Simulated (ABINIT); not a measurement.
# A GW chain in ABINIT: CsPbCl3 (Pm-3m), part 3 of 3

Wanted: ground state, empty states, screening and self-energy for CsPbCl3 (Pm-3m).

ABINIT 10.8.3; PBE and many-body steps on it, plane waves. Known limits of the many-body steps: not at the basis limit; no spin-orbit coupling; coarse k mesh.

So far. Step 4 (Empty states on the mesh, 2×2×2 mesh, 264 bands): On this mesh the gap is 1.932 eV. Step 5 (Screening, 2×2×2 mesh, 240 bands, screening to 130.6 eV): Local fields lower ε∞ by 12 %. On a Γ-centred mesh this coarse the value itself is usually too large, while a short band sum pulls it down.

## (6) Self-energy, 2×2×2 mesh, 240 bands, screening to 130.6 eV

The self-energy is evaluated for the states that the input lists, and the levels follow from it, in one-shot runs by the linearised quasiparticle equation.

This step: G0W0 on PBE, plane waves, norm-conserving pseudopotentials.

run.abi reads:

```
acell 3*1.0 Angstrom
rprim 
  5.605000000000 0.000000000000 0.000000000000
  0.000000000000 5.605000000000 0.000000000000
  0.000000000000 0.000000000000 5.605000000000
ntypat 3
znucl 55 82 17
natom 5
typat 1 2 3 3 3
xred 
  0.000000000000 0.000000000000 0.000000000000
  0.500000000000 0.500000000000 0.500000000000
  0.500000000000 0.500000000000 0.000000000000
  0.000000000000 0.500000000000 0.500000000000
  0.500000000000 0.000000000000 0.500000000000
pp_dirpath "pseudos"
pseudos "Cs.upf, Pb.upf, Cl.upf"
ecut 32
ngkpt 2 2 2
nshiftk 1
shiftk 0 0 0
kptopt 1
chksymbreak 0
istwfk *1
occopt 1
irdwfk 1
optdriver 4
nband 240
gwcalctyp 0
ecutsigx 32
symsigma 1
nkptgw 2
kptgw 
  0.5000000000 0.5000000000 0.5000000000
  0.0000000000 0.0000000000 0.0000000000
bdgw 
  23 29
  24 29
ecuteps 4.8
irdscr 1
ppmodel 1
indata_prefix "in"
outdata_prefix "out"
tmpdata_prefix "tmp"
```

On the command line:

```
$ OMP_NUM_THREADS=1 mpirun -n 4 abinit run.abi > log
```

Numbers of over 12 decimals in the logs are rounded to 6 here.

What it wrote:

```text
.Version 10.8.3 of ABINIT. v10.8.2 released Aug 2026.

 Symmetries : space group Pm -3 m (#221); Bravais cP (primitive cubic)
[... echo of the input left out ...]
== DATASET  1 ==================================================================
-   mpi_nproc: 4, omp_nthreads: 1 (-1 if OMP is not activated)

--- !DatasetInfo
iteration_state: {dtset: 1, }
dimensions: {natom: 5, nkpt: 4, mband: 240, nsppol: 1, nspinor: 1, nspden: 1, mpw: 10280, }
cutoff_energies: {ecut:  32.0, pawecutdg:  -1.0, }
electrons: {nelect:   5.20000000E+01, charge:   0.00000000E+00, occopt:   1.00000000E+00, tsmear:   1.00000000E-02, }

 SIGMA: Calculation of the GW corrections

 Based on a program developped by R.W. Godby, V. Olevano, G. Onida, and L. Reining.
 Incorporated in ABINIT by V. Olevano, G.-M. Rignanese, and M. Torrent.
.Using double precision arithmetic ; gwpc =  8

[... cell and pseudopotentials left out ...]
--------------------------------------------------------------------------------

 ==== K-mesh for the wavefunctions ====
 Number of points in the irreducible wedge :     4
[... list of points left out ...]
 Together with 48 symmetry operations and time-reversal symmetry
 yields     8 points in the full Brillouin Zone.

 ==== Q-mesh for screening function ====
 Number of points in the irreducible wedge :     4
[... list of points left out ...]
 Together with 48 symmetry operations and time-reversal symmetry
 yields     8 points in the full Brillouin Zone.

 vcoul_init : cutoff-mode = AUXILIARY_FUNCTION
 q-points for optical limit:   1
     1)      0.000010    0.000020    0.000030
 setmesh: FFT mesh size selected  =    54x   54x   54
          total number of points  =       157464

 Number of electrons calculated from density =   52.0000; Expected =   52.0000
 average of density, n =  0.043760
 r_s =    1.7604
 omega_plasma =   20.1788 [eV]

 === KS Band Gaps ===
  >>>> For spin  1
   Minimum direct gap =   1.9318 [eV], located at k-point      :   0.5000  0.5000  0.5000
   Fundamental gap    =   1.9318 [eV], Top of valence bands at :   0.5000  0.5000  0.5000
                                       Bottom of conduction at :   0.5000  0.5000  0.5000
 SIGMA fundamental parameters:
 PLASMON POLE MODEL  1
 number of plane-waves for SigmaX                10251
 number of plane-waves for SigmaC and W            619
 number of plane-waves for wavefunctions         10251
 number of bands                                   240
 number of independent spin polarizations            1
 number of spinorial components                      1
 number of k-points in IBZ                           4
 number of q-points in IBZ                           4
 number of symmetry operations                      48
 number of k-points in BZ                            8
 number of q-points in BZ                            8
 number of frequencies for dSigma/dE                 9
 frequency step for dSigma/dE [eV]                0.25
 number of omega for Sigma on real axis              0
 max omega for Sigma on real axis  [eV]           0.00
 zcut for avoiding poles [eV]                     0.10

 EPSILON^-1 parameters (SCR file):
 dimension of the eps^-1 matrix on file            619
 dimension of the eps^-1 matrix used               619
 number of plane-waves for wavefunctions         10251
 number of bands                                   240
 number of q-points in IBZ                           4
 number of frequencies                               2
 number of real frequencies                          1
 number of imag frequencies                          1

 matrix elements of self-energy operator (all in [eV])

 Perturbative Calculation

--- !SelfEnergy_ee
iteration_state: {dtset: 1, }
kpoint     : [   0.500,    0.500,    0.500, ]
spin       : 1
KS_gap     :    1.932
QP_gap     :    3.205
Delta_QP_KS:    1.274
data: !SigmaeeData |
     Band     E0 <VxcDFT>   SigX SigC(E0)      Z dSigC/dE  Sig(E)    E-E0       E
       23   0.573 -14.257 -18.504   2.914   0.772  -0.295 -15.286  -1.029  -0.456
       24   0.573 -14.257 -18.504   2.914   0.772  -0.295 -15.286  -1.029  -0.456
       25   0.573 -14.257 -18.504   2.914   0.772  -0.295 -15.286  -1.029  -0.456
       26   2.787 -15.725 -17.975   1.570   0.792  -0.262 -16.264  -0.539   2.248
       27   4.719 -10.379  -6.296  -3.188   0.821  -0.217  -9.644   0.735   5.454
       28   4.719 -10.379  -6.296  -3.188   0.821  -0.217  -9.644   0.735   5.454
       29   4.719 -10.379  -6.296  -3.188   0.821  -0.217  -9.644   0.735   5.454

--- !SelfEnergy_ee
iteration_state: {dtset: 1, }
kpoint     : [   0.000,    0.000,    0.000, ]
spin       : 1
KS_gap     :    5.879
QP_gap     :    7.174
Delta_QP_KS:    1.295
data: !SigmaeeData |
     Band     E0 <VxcDFT>   SigX SigC(E0)      Z dSigC/dE  Sig(E)    E-E0       E
       24   0.252 -14.036 -18.291   2.923   0.772  -0.295 -15.064  -1.028  -0.775
       25   0.252 -14.036 -18.291   2.923   0.772  -0.295 -15.064  -1.028  -0.775
       26   0.252 -14.036 -18.291   2.923   0.772  -0.295 -15.064  -1.028  -0.775
       27   6.131  -6.348  -2.686  -3.345   0.843  -0.187  -6.080   0.267   6.398
       28   7.070  -6.633  -2.878  -3.242   0.843  -0.186  -6.200   0.433   7.503
       29   7.070  -6.633  -2.878  -3.242   0.843  -0.186  -6.200   0.433   7.503

== END DATASET(S) ==============================================================
================================================================================

 -outvars: echo values of variables after computation  --------
           etotal      0.0000000000E+00
            nband         240
             nkpt           4
          spgroup         221
 [... the other variables as echoed above ...]

 Calculation completed.
```

It took 62 s on 4 MPI ranks of Arm Neoverse V1, shared host; peak memory 2.1 GiB.

This step gave:

* G0W0 gap on the points computed: 3.206 eV
* starting gap on the mesh: 1.932 eV
* k of the valence top: 0.5, 0.5, 0.5
* k of the conduction bottom: 0.5, 0.5, 0.5
* Z at the valence top: 0.792
* Z at the conduction bottom: 0.821
* least direct G0W0 gap on the computed points: 3.206 eV

The gap on the mesh goes from 1.93 eV to 3.21 eV, a correction of +1.27 eV.

Limits: finite bands, cutoff and mesh; no spin-orbit coupling; coarse k mesh. v1 is the top filled band, c1 the lowest empty one. Levels before and after the correction, in eV, zero at the valence-band top of each column:

```csv
,conduction bottom,valence top
Kohn-Sham,1.93,0.00
G0W0,3.21,0.00
```

```csv
,level,energy (eV)
Kohn-Sham,(0.5 0.5 0.5) v4-v2,-2.214
Kohn-Sham,(0.5 0.5 0.5) v1,0.000
Kohn-Sham,(0.5 0.5 0.5) c1-c3,1.932
G0W0,(0.5 0.5 0.5) v4-v2,-2.704
G0W0,(0.5 0.5 0.5) v1,0.000
G0W0,(0.5 0.5 0.5) c1-c3,3.206
```

## (7) Where the time went

Times are wall times on 4 MPI ranks of Arm Neoverse V1, shared host, good to a factor of about two.

```csv
step,time,share,memory (GiB)
ground state,53 s,12 %,0.43
bands along the symmetry lines,70 s,16 %,0.44
empty states on the mesh,2.8 min,37 %,0.51
screening,1.7 min,22 %,2.2
self-energy,62 s,14 %,2.1
```

## (8) Summary of results

```json
{"PBE gap": "1.93 eV, direct", "G0W0 gap on the mesh": "3.21 eV", "GW settings": "2×2×2 mesh, 240 bands, screening to 130.6 eV, Godby-Needs plasmon pole", "known limits": "not at the basis limit; no spin-orbit coupling; coarse k mesh"}
```

**Reading.** G0W0 moves the gap on the mesh from 1.93 eV to 3.21 eV (+1.27 eV), with Z of 0.79 and 0.82 at the edges. Local fields lower the RPA ε∞ on this mesh from 8.22 to 7.22; a Γ-centred mesh this coarse tends to raise both, most where the direct gap is narrow, while a short band sum lowers them. Only 2 of the mesh's irreducible points were corrected, so a valley elsewhere could overtake. The dearest step here is «empty states on the mesh». Bands and cutoff are finite, so the gap is not at the basis limit. The miss can reach some tenths of an eV and take either sign; the mesh is an error of its own. In the G0W0 run levels were corrected at 2 k points alone, so a gap called «on the mesh» is the least over those, and an edge elsewhere would be missed. The 2×2×2 mesh is coarse for this cell, which bears on the long-range parts of exchange and screening. Where an edge is built on 6p states of lead, bismuth or thallium, scalar-relativistic gaps usually stand too wide, by a few tenths to over one eV. This is the ideal cubic cell; many perovskites, halides above all, are cubic only on average, and local tilts or off-centring can widen the gap. The many-body steps are scalar-relativistic: spin-orbit coupling is not in them.

[Paths, hosts, dates, memory and timing lines, banners, echoed tables and standing remarks are left out of the program output.]

[Logs are printed without paths, hosts, clocks, repeated set-up lines and the standing remarks that a program may print on its own settings, such as how far it seeks lower states.]

[Runs of the session that timed out or met a known fault of the program may be left out.]

[Hosts, paths, dates, database ids (printed as entryN), source tags and the programs' standing remarks are cut or masked in the printed files.]

[G0W0 gaps are taken among the corrected bands and points alone; a level outside them can change the order at an edge.]

[Where Ansatz stands beside ABINIT at settings called matched, ABINIT's density can come from a denser mesh and the files from another edition; pairs whose starting gaps differed by over 0.03 eV were left out, so agreement reads better than it is.]
